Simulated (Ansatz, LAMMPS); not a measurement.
**Structural relaxation of glassy 50SiO2-43CaO-7P2O5 (mol %) (85 atoms)**

Aim: bring glassy 50SiO2-43CaO-7P2O5 (mol %) (85 atoms) to a nearby minimum of the energy and see what moves.

Main program and level: Ansatz 0.2.0; Kohn-Sham DFT, PBE, PAW (set soft_2), plane waves.

Most raw output is cut from this account.

### 1. The structure

The cell holds 85 atoms: 15 Si, 13 Ca, 4 P and 53 O. Cell: a = 10.504 Å, b = 10.504 Å, c = 10.504 Å, α = 90.0°, β = 90.0°, γ = 90.0°. 85 atoms (15 Si, 13 Ca, 4 P, 53 O) placed at random at 2.63 g/cm³, melted at 4000 K for 10 ps at fixed volume with the Morse and Coulomb pair potential with partial charges (Pedone, Malavasi, Menziani, Cormack and Segre, J. Phys. Chem. B 110, 11780 (2006)). Quenched from 4000 K to 300 K at 30 K/ps and fixed volume, held 10 ps at zero pressure.

Limits known from the start: The quench rate of 30 K/ps far exceeds what a furnace or splat quench reaches, so expect more defects and frozen-in strain than in a real sample. The starting topology of bonds comes from the classical model. The Brillouin zone is sampled at Γ only, in a cell whose shortest periodic width is 11 Å.

### 2. Making the structure

A classical potential supplies the starting structure, since it reaches far longer times than DFT.

This step: classical MD, Morse and Coulomb pair potential with partial charges (Pedone, Malavasi, Menziani, Cormack and Segre, J. Phys. Chem. B 110, 11780 (2006)) (LAMMPS 22 Jul 2025 - Update 4).

in.lmp reads:

```
# melt-quench of Si15Ca13P4O53
units metal
atom_style charge
boundary p p p
region box block 0 10.6450 0 10.6450 0 10.6450
create_box 4 box
mass 1 28.0850   # Si
mass 2 40.0780   # Ca
mass 3 30.9738   # P
mass 4 15.9990   # O
create_atoms 1 random 15 76245 NULL overlap 1.5 maxtry 2000
create_atoms 2 random 13 76252 NULL overlap 1.5 maxtry 2000
create_atoms 3 random 4 76259 NULL overlap 1.5 maxtry 2000
create_atoms 4 random 53 76266 NULL overlap 1.5 maxtry 2000
pair_style hybrid/overlay pedone 5.5 coul/long 8.0
pair_coeff * * coul/long
pair_coeff 1 4 pedone 0.340554 2.006700 2.100000 1   # Si-O
pair_coeff 2 4 pedone 0.030211 2.241334 2.923245 5   # Ca-O
pair_coeff 3 4 pedone 0.831326 2.585833 1.800790 1   # P-O
pair_coeff 4 4 pedone 0.042395 1.379316 3.618701 22   # O-O
set type 1 charge 2.4
set type 2 charge 1.2
set type 3 charge 3
set type 4 charge -1.2
kspace_style pppm 1.0e-4
neigh_modify delay 0 every 1 check yes
thermo_style custom step time temp pe press density
thermo_modify norm yes
timestep 0.002
thermo 100
min_style cg
minimize 1e-4 1e-4 200 2000
reset_timestep 0
velocity all create 4000 76246 mom yes dist gaussian
# [... 11 lines left out ...]
fix md all nvt temp 4000 300 0.2
run 61667 post no
unfix md
thermo 1666
fix md all npt temp 300 300 0.2 iso 0 0 2
run 5000 post no
unfix md
write_dump all custom glass.dump id type xs ys zs modify sort id
```

Started as:

```console
lmp -in in.lmp -log none -nocite
```

Wall time 25 s (1 thread of Arm Neoverse V2, shared host); peak memory 0.07 GiB.

### 3. Single point at the start

A single point comes first, to see the forces before anything moves.

input.yaml reads:

```yaml
crystal:
  lattice:
    - [10.50408, 0.0, 0.0]
    - [0.0, 10.50408, 0.0]
    - [0.0, 0.0, 10.50408]
  atoms:
    - { symbol: Si, position: [0.7559, 0.35195, 0.1434] }
    - { symbol: Si, position: [0.79597, 0.31085, 0.85808] }
    - { symbol: Si, position: [0.18185, 0.00443, 0.05316] }
    - { symbol: Si, position: [0.8417, 0.97622, 0.378] }
    - { symbol: Si, position: [0.83667, 0.61662, 0.09046] }
    - { symbol: Si, position: [0.26086, 0.24701, 0.34601] }
    - { symbol: Si, position: [0.36592, 0.98259, 0.41221] }
    - { symbol: Si, position: [0.12579, 0.87952, 0.3289] }
[... 73 atom lines left out ...]
    - { symbol: O, position: [0.38929, 0.43581, 0.06382] }
    - { symbol: O, position: [0.23658, 0.3377, 0.91824] }
    - { symbol: O, position: [0.92734, 0.56274, 0.98957] }
    - { symbol: O, position: [0.17677, 0.41652, 0.66561] }
kpoints:
  mp_grid: { grid: [1, 1, 1] }
hamiltonian:
  xc: pbe
scf:
  occupations: { method: fermi_dirac, width: 0.025 }
output:
  forces: true
  stress: true
  populations: intrinsic
  dos:
    method: { smearing: { sigma: 0.15 } }
    de: 0.1
    projected: { site_lists: { Ca: [Ca], O: [O], P: [P], Si: [Si] } }
  eigenvalues: true
```

Started as:

```console
ansatz run input.yaml --threads 4 --pin off --max-ram 8192MiB --backend cpu --events-out ev --progress --plain --runs-dir out
```

Wall time 16 s (4 threads of Arm Neoverse V2, shared host); peak memory 1.4 GiB.

The run gave:

```
free energy                                      : -66349.9576 eV
free energy per atom                             : -780.5877 eV/atom
SCF cycles                                       : 9
pressure                                         : 6.165 GPa
r.m.s. force component                           : 1.448 eV/Å
longest force                                    : 6.236 eV/Å
Fermi energy                                     : 6.466 eV
gap (highest filled to lowest empty level) : 3.14 eV
```

The r.m.s. force component of 1.4 eV/Å and the pressure of 6.2 GPa set the starting point.

Neighbours are counted within 2.08 Å (O-Si), 2.88 Å (O-Ca), 2.02 Å (O-P).

Length of the force by element and coordination:

```tsv
element	coordination	atoms	mean length of the force (eV/Å)	spread	least	most
Ca	all	13	1.26	0.341	0.634	1.96
Ca	4	2	1.04	0.291	0.751	1.33
Ca	5	4	1.11	0.294	0.634	1.38
Ca	6	7	1.41	0.304	0.964	1.96
O	all	53	2.34	1.18	0.484	6.24
O	2	24	2.19	1.27	0.484	6.24
O	3	20	2.70	1.18	0.705	5.00
O	4	7	2.02	0.590	1.14	2.74
O	5	2	1.64	0.0596	1.58	1.70
P	all	4	1.77	0.617	1.11	2.54
Si	all	15	2.71	1.30	0.461	5.33
```

### 4. Relaxation

The atoms are relaxed in the fixed cell, aiming at the force tolerance of the input.

input.yaml, the sections that differ from step 3:

```yaml
output:
  forces: true
relax:
  f_tol: 0.03
  max_steps: 200
# crystal, kpoints, hamiltonian, scf: as in step 3
```

Run time: 3.2 min. Hardware: 4 threads; peak memory 1.4 GiB.

The steps of the relaxation (22 of 25):

```tsv
step	energy less that of the first step (eV)	largest force component (eV/Å)
1	0.0000	4.5900
2	-4.6976	2.2127
3	-6.8581	1.2563
4	-7.7868	0.6700
6	-8.2829	0.4527
7	-8.4220	0.3896
8	-8.4510	0.2799
9	-8.4828	0.3510
10	-8.5334	0.1524
11	-8.5493	0.2508
12	-8.5586	0.1145
14	-8.5964	0.0897
15	-8.6158	0.1453
16	-8.6278	0.3080
17	-8.6496	0.3449
18	-8.6267	0.7087
19	-8.6828	0.0946
20	-8.6844	0.0637
22	-8.6887	0.0467
23	-8.6903	0.0567
24	-8.6914	0.0226
25	-8.6914	0.0225
```

Relaxation step 18 was tried and not accepted.

The atoms that moved most (Å):

```tsv
atom	dx	dy	dz	length
Ca28	0.304	-0.561	-0.761	0.993
O80	-0.459	-0.664	0.238	0.842
O41	-0.417	-0.021	0.597	0.729
O36	-0.418	0.100	0.576	0.719
Ca21	0.211	0.395	-0.555	0.713
O50	0.497	0.188	0.461	0.703
Ca17	0.317	0.411	0.380	0.643
O52	0.169	0.527	-0.177	0.581
```

The relaxation changed the energy by -102 meV/atom, and atoms moved by 0.39 Å r.m.s., 0.99 Å at most.

### 5. Local order after relaxation

Bonds before and after, by the cutoffs listed below:

```tsv
pair	bonds before	bonds after	mean before (Å)	mean after (Å)	spread before (Å)	spread after (Å)
O-Si	60	60	1.606	1.642	0.050	0.035
O-Ca	70	74	2.470	2.419	0.159	0.147
O-P	16	16	1.526	1.560	0.036	0.036
```

Density 2.74 g/cm³, 13.63 Å³ an atom.

g(r), total and by pair (bins of 0.2 Å):

```tsv
r (Å)	total	O-O	O-Si	O-Ca	O-P	Si-Si	Si-Ca
1.40	0.06	0.00	0.00	0.00	1.00	0.00	0.00
1.60	3.50	0.00	12.35	0.00	13.38	0.00	0.00
1.80	0.13	0.00	0.58	0.00	0.00	0.00	0.00
2.00	0.00	0.00	0.00	0.00	0.00	0.00	0.00
2.20	0.36	0.00	0.00	1.91	0.00	0.00	0.00
2.40	1.10	0.38	0.00	4.97	0.00	0.00	0.00
2.60	1.60	3.46	0.00	1.32	0.00	0.00	0.00
2.80	0.86	2.06	0.00	0.35	0.00	0.00	0.00
3.00	0.68	0.80	0.13	0.22	0.25	4.54	1.31
3.20	1.11	1.27	0.90	0.53	0.41	3.71	2.04
3.40	1.02	0.88	1.04	0.80	0.75	0.00	2.59
3.60	0.90	0.73	0.93	0.57	1.33	0.00	1.65
3.80	1.08	0.70	1.56	0.88	1.35	0.27	1.66
4.00	0.94	0.57	1.77	1.05	0.69	0.00	0.77
4.20	1.13	0.70	1.80	1.29	1.61	1.41	0.66
4.40	1.06	0.82	1.24	1.35	1.44	1.25	0.49
4.60	1.08	1.13	0.71	1.18	1.44	1.73	1.35
4.80	1.14	1.31	0.75	1.37	0.94	1.62	0.73
5.00	0.98	1.26	0.76	0.96	0.61	1.00	0.57
5.20	0.90	1.06	0.90	0.86	0.80	0.75	0.44
```

Bonds by pair of elements; cutoffs follow the first minimum of g(r), held within bounds set by covalent radii, and pairs that aren't listed don't count as bonded:

```tsv
pair A-B	cutoff (Å)	bonds	mean length (Å)	spread (Å)	shortest (Å)	B about A	A about B
O-Si	2.08	60	1.64	0.035	1.56	1.13	4
O-Ca	2.93	74	2.42	0.147	2.11	1.40	5.69
O-P	2.02	16	1.56	0.036	1.50	0.302	4
```

How many atoms have how many bonded neighbours:

```tsv
element	mean	2	3	4	5	6
Ca	5.69	0	0	0	4	9
O	2.83	19	24	10	0	0
P	4	0	0	4	0	0
Si	4	0	0	15	0	0
```

Bond angles, per cent of each kind in bins of 5°:

```tsv
angle (°)	O-Ca-O	O-Si-O	Ca-O-Si	Ca-O-Ca	Ca-O-P
55–60	2.9	0.0	0.0	0.0	0.0
60–65	3.4	0.0	0.0	0.0	0.0
65–70	3.4	0.0	0.0	0.0	0.0
70–75	5.1	0.0	0.0	0.0	0.0
75–80	8.6	0.0	0.0	0.0	0.0
80–85	10.9	0.0	0.0	6.8	0.0
85–90	12.6	0.0	12.1	20.5	3.9
90–95	6.9	0.0	8.6	11.4	7.7
95–100	6.3	5.6	8.6	13.6	15.4
100–105	4.0	17.8	0.0	11.4	3.9
105–110	2.3	32.2	8.6	6.8	3.9
110–115	1.7	27.8	6.9	9.1	3.9
115–120	3.4	14.4	13.8	6.8	11.5
120–125	5.1	2.2	10.3	0.0	7.7
125–130	2.3	0.0	6.9	4.5	11.5
130–135	3.4	0.0	6.9	4.5	3.9
135–140	1.1	0.0	6.9	0.0	3.9
140–145	1.7	0.0	1.7	2.3	7.7
145–150	4.6	0.0	1.7	0.0	7.7
150–155	1.7	0.0	3.5	0.0	3.9
155–160	2.3	0.0	0.0	2.3	3.9
160–165	1.7	0.0	1.7	0.0	0.0
165–170	1.7	0.0	1.7	0.0	0.0
170–175	1.7	0.0	0.0	0.0	0.0
175–180	1.1	0.0	0.0	0.0	0.0
```

Bond angles (no mean is given where the spread exceeds 20°):

```tsv
angle	count	mean (°)	spread (°)
O-Ca-O	175	-	-
O-Si-O	90	109	5.6
Ca-O-Si	58	116	19.8
Ca-O-Ca	44	103	16.8
Ca-O-P	26	-	-
```

Oxygen atoms by the number of network formers (Si, P, Ge, B, Al, As, Ga) bound to them:

```tsv
network formers bound to O	O atoms	per cent
0	0	0
1	30	56.6
2	23	43.4
```

Network units: each former by its oxygen neighbours and how many of them bridge to another former:

```tsv
former	O neighbours	bridging O	atoms
Si	4	2	6
Si	4	3	6
Si	4	4	3
P	4	0	1
P	4	1	2
P	4	2	1
```

Bond length by coordination (bonds to H left out):

```tsv
element	coordination	atoms	mean bond length (Å)
Ca	5	4	2.41
Ca	6	9	2.42
O	2	19	1.70
O	3	24	2.06
O	4	10	2.23
```

Rings of the network by King's shortest-path rule, up to 12 atoms, one path for each pair of neighbours; H, halogens, alkali and alkaline-earth atoms are left out, and the last column divides by all other atoms, bonded or not:

```tsv
ring size (atoms)	rings	per network atom
10	1	0.014
12	1	0.014
```

First main peaks of g(r), for some of the pairs, lie near 2.6 Å (O-O), 1.6 Å (O-Si), 2.4 Å (O-Ca), 1.6 Å (O-P), 3.1 Å (Si-Si) and 3.5 Å (Si-Ca). By these cutoffs 69 % of Ca atoms have 6, 45 % of O atoms have 3, all P atoms have 4 and all Si atoms have 4 bonded neighbours. 43 % of the oxygens bridge two formers (Si and P) and 57 % are non-bridging. Rings of 10 and 12 atoms are the most common (50 % each of those counted); sizes run from 10 to 12, where the search stops.

### 6. Single point at the relaxed geometry

One more single point at the end of the walk gives the fuller output and checks the residual forces.

input.yaml reads:

```yaml
crystal:
  lattice:
    - [10.50408, 0.0, 0.0]
    - [0.0, 10.50408, 0.0]
    - [0.0, 0.0, 10.50408]
  atoms:
    - { symbol: Si, position: [0.78342, 0.3639, 0.13781] }
    - { symbol: Si, position: [0.79975, 0.31501, 0.84798] }
    - { symbol: Si, position: [0.1897, 0.97533, 0.05483] }
    - { symbol: Si, position: [0.84474, 0.97199, 0.36093] }
    - { symbol: Si, position: [0.85342, 0.64205, 0.0656] }
    - { symbol: Si, position: [0.2337, 0.23183, 0.36919] }
    - { symbol: Si, position: [0.3829, 0.99478, 0.43133] }
    - { symbol: Si, position: [0.13764, 0.87815, 0.33434] }
[... 73 atom lines left out ...]
    - { symbol: O, position: [0.38229, 0.41402, 0.10634] }
    - { symbol: O, position: [0.22602, 0.3477, 0.92781] }
    - { symbol: O, position: [0.93821, 0.59785, 0.95245] }
    - { symbol: O, position: [0.16418, 0.39925, 0.6618] }
kpoints:
  mp_grid: { grid: [1, 1, 1] }
hamiltonian:
  xc: pbe
scf:
  occupations: { method: fermi_dirac, width: 0.025 }
output:
  forces: true
  stress: true
  populations: intrinsic
  dos:
    method: { smearing: { sigma: 0.08 } }
    de: 0.1
    projected: { site_lists: { Ca: [Ca], O: [O], P: [P], Si: [Si] } }
  eigenvalues: true
  write_density: true
  write_potential: true
  volumetric_format: npy
  elf: true
```

The job ended after 17 s (4 threads; peak memory 1.4 GiB).

Read from the output:

```yaml
free_energy: -66358.6490 eV
free_energy_per_atom: -780.6900 eV/atom
scf_cycles: 9
pressure: 0.7025 GPa
r_m_s_force_component: 0.00541 eV/Å
longest_force: 0.02534 eV/Å
fermi_energy: 6.574 eV
spacing_of_highest_filled_and_lowest_empty_level: 4.009 eV
```

Intrinsic-atomic-orbital charges by element and coordination:

```tsv
element	coordination	atoms	mean charge (e)	spread	least	most
Ca	all	13	1.75	0.0131	1.73	1.77
Ca	5	4	1.75	0.0159	1.73	1.77
Ca	6	9	1.75	0.0114	1.73	1.77
O	all	53	-1.05	0.126	-1.26	-0.877
O	2	19	-0.954	0.0999	-1.14	-0.877
O	3	24	-1.08	0.102	-1.20	-0.926
O	4	10	-1.18	0.072	-1.26	-0.979
P	all	4	2.09	0.0306	2.05	2.14
Si	all	15	1.65	0.0612	1.55	1.75
```

Density of states as counts of states in windows of 1 eV (from the Fermi level), total and the larger projections:

```tsv
from (eV)	to (eV)	total	O p	Si p
-10	-9	12.5	8.6	1.3
-9	-8	17.9	12.7	2.1
-8	-7	15.7	11.7	1.5
-7	-6	39.7	30.9	3.0
-6	-5	47.3	40.7	2.5
-5	-4	63.5	58.3	1.4
-4	-3	62.5	59.0	0.8
-3	-2	42.0	40.1	0.5
-2	-1	1.1	1.0	0.0
-1	1	0.0	0.0	0.0
1	2	1.2	0.0	0.0
2	3	3.1	0.1	0.1
3	4	20.2	0.8	1.0
4	5	51.5	2.2	4.0
```

The curve was stored every 0.10 eV, coarse against its broadening of 0.08 eV, so these counts are rough.

Between -26 and -10 eV lie 200 more states.

About 26 of the 528 electrons lie in deeper levels, below the stored range.

The levels nearest the highest filled one (over half full), pooled over k-points and spins:

```tsv
level less the highest filled one (eV)	occupation
-0.283	2
-0.266	2
-0.246	2
-0.0756	2
-0.0307	2
0	2
4.01	0
4.91	0
5.08	0
5.20	0
5.37	0
5.49	0
```

Valence density in the ac plane at fractional y = 0.243, with atoms of Si and Ca and P and O within 0.2 Å of it. It is the smooth field of the valence electrons, not physical close to the nuclei.

Ten steps, logarithmic in the rise over the least value, from '0' (0.0 e/Å³) to '9' (6.7 e/Å³), each cell a mean:
```
899842222124699852000125675324
899853222123689852000123443225
677632221112456531001233332223
333321111111222210012355432222
112222112332211110013566543222
123444334676421232213566532221
123555456898632455322344321111
113454357898532455311122110000
012344345665321343210000000000
101246654322100123321000001121
211368874210000245653100013554
421368974200001368985200136897
531257764210001369986210136998
521234543221000246764100135787
433333222332100123332000023555
345554323332100012211000123322
457775433321100012322110123322
356764321110000013444321123443
234442100000000013466432123333
111110000000000012466432112221
000000000000000001344322111110
000000000000001000112222332100
122100000001233210000124565311
566521111112467641000135786422
```
Columns run along a (10.5 Å), rows up along c (10.5 Å). Atoms in or near the plane, at fractional coordinates: Si at (0.23, 0.37), Si at (0.95, 0.32), Ca at (0.06, 0.94), P at (0.21, 0.66), O at (0.47, 0.95), O at (0.94, 0.48), O at (0.60, 0.48), O at (0.34, 0.71).

ELF in the ac plane at fractional y = 0.243, with atoms of Si and Ca and P and O within 0.2 Å of it. It is the smooth field of the valence electrons, not physical close to the nuclei.

Ten even steps from '0' (0.00) to '9' (0.85), each cell a mean:
```
999941453116975996100158999515
999941564115987996100024665206
799721342002689973001233221102
122100010000135420013688632221
001331002454100000015899842342
025765337999820133015899841232
025786359869931477302788620010
024672039879931577300355310000
001331126889710132100011000000
100258873234200001232000001232
510489896100000368987300047898
830598798300002798799510279989
830389997200002798689610279748
720136753111001589998400268989
422342110222100134543100036887
367886211222200000000000012111
499998412111100001101100012211
379997311100000001135520013442
137985200000000002589851013553
003542000000000015899862112342
000000000000000003687631110110
000000000000001000233212443100
133100000001356520000037998610
799720221013799973000169999821
```
Columns run along a (10.5 Å), rows up along c (10.5 Å). Atoms in or near the plane, at fractional coordinates: Si at (0.23, 0.37), Si at (0.95, 0.32), Ca at (0.06, 0.94), P at (0.21, 0.66), O at (0.47, 0.95), O at (0.94, 0.48), O at (0.60, 0.48), O at (0.34, 0.71).

Mean intrinsic-atomic-orbital charges: Ca +1.75, O -1.05, P +2.09, Si +1.65 e.

Local excerpt of 10 atoms (numbers count through the whole input) about O41, which has 4 bonded neighbours where the commonest count for O is 3; x, y, z are measured from there.

```tsv
atom	x	y	z	distance (Å)	bonds	intrinsic-atomic-orbital charge (e)
O41	0.00	0.00	0.00	0.00	4	-1.16
P29	0.95	1.03	-0.73	1.58	4	2.09
Ca28	-0.62	0.76	2.22	2.43	5	1.77
O80	0.84	0.54	-2.24	2.46	2	-0.90
O77	2.36	0.68	-0.28	2.47	3	-1.11
Ca16	-2.13	-0.78	-1.00	2.48	5	1.73
Ca17	1.84	-1.72	0.10	2.52	6	1.75
O85	0.50	2.49	-0.74	2.65	3	-1.08
O72	-1.88	2.05	0.63	2.85	4	-1.22
O83	1.15	1.95	2.06	3.06	3	-1.20
```

The column of bonds counts only the pairs O-Si within 2.08 Å, O-Ca within 2.93 Å, O-P within 2.02 Å; other neighbours, such as metal atoms beside each other in a compound, aren't counted, and periodic images can show an atom twice.

### 7. Other settings

Changed here: scf.lower_state_search = "light" and scf.mixing.preconditioner = "kerker_dos".

input.yaml reads:

```yaml
crystal:
  lattice:
    - [10.50408, 0.0, 0.0]
    - [0.0, 10.50408, 0.0]
    - [0.0, 0.0, 10.50408]
  atoms:
    [... the 85 atom lines of step 3 ...]
kpoints:
  mp_grid: { grid: [1, 1, 1] }
hamiltonian:
  xc: pbe
scf:
  occupations: { method: fermi_dirac, width: 0.025 }
  lower_state_search: light
  mixing: { preconditioner: kerker_dos }
output:
  forces: true
  stress: true
  populations: true
  dos:
    method: { smearing: { sigma: 0.08 } }
    de: 0.1
    projected: { site_lists: { Ca: [Ca], O: [O], P: [P], Si: [Si] } }
  eigenvalues: true
```

Wall time 15 s (4 threads); peak memory 1.4 GiB.

Geometry and reference: those of the single point at the start.

Forces differ from those of the single point at the start by 0.011 meV/Å r.m.s., 7.0e-4 % of their size. It took 0.97 times the reference's time (shared host, so rough).

### 8. Results

| Quantity | Value |
| --- | --- |
| energy change in the relaxation | -102.3 meV/atom |
| r.m.s. displacement | 0.387 Å |
| largest displacement | 0.993 Å |
| free energy per atom | -780.6900 eV/atom |
| pressure | 0.7025 GPa |
| r.m.s. force component | 0.00541 eV/Å |
| gap (highest filled to lowest empty level) | 4.009 eV |
| wall time of the 4 DFT runs | 3.9 min |

In words: Relaxation lowers the energy by 102 meV/atom and moves atoms by 0.39 Å r.m.s.; the r.m.s. force component goes from 1.4 to 0.0054 eV/Å, the pressure goes from 6.2 to 0.70 GPa, and the gap from 3.14 to 4.01 eV. By the final cutoffs 7 of 146 bonded pairs parted and 11 joined. From the first step to the last the energy fell by 8.691 eV, and the largest move was 0.99 Å (Ca28). The O-Ca bonds change most in mean length: from 2.470 Å (spread 0.159) to 2.419 Å (spread 0.147), and their number from 70 to 74. Counting bonds as in the table, 69 % of Ca atoms have 6, 45 % of O atoms have 3, all P atoms have 4 and all Si atoms have 4 bonded neighbours. 43 % of the oxygens bridge two formers (Si and P) and 57 % are non-bridging. The highest filled and lowest empty levels differ by 4.01 eV (at Γ alone); a semilocal functional tends to put such gaps too low. In a disordered cell it changes from sample to sample, and tail or defect levels can set it.

Caveats: The starting topology of bonds comes from the classical model; in DFT 7 of its 146 bonded pairs passed out of the cutoffs and 11 came within them. The stress is far from hydrostatic: its diagonal is -1.4, 1.3, 2.2 GPa, compression counted positive.

[Logs are printed without paths, hosts, clocks, repeated set-up lines and the standing remarks that a program may print on its own settings, such as how far it seeks lower states.]

[Hosts, paths, dates, database ids (printed as entryN), source tags and the programs' standing remarks are cut or masked in the printed files.]
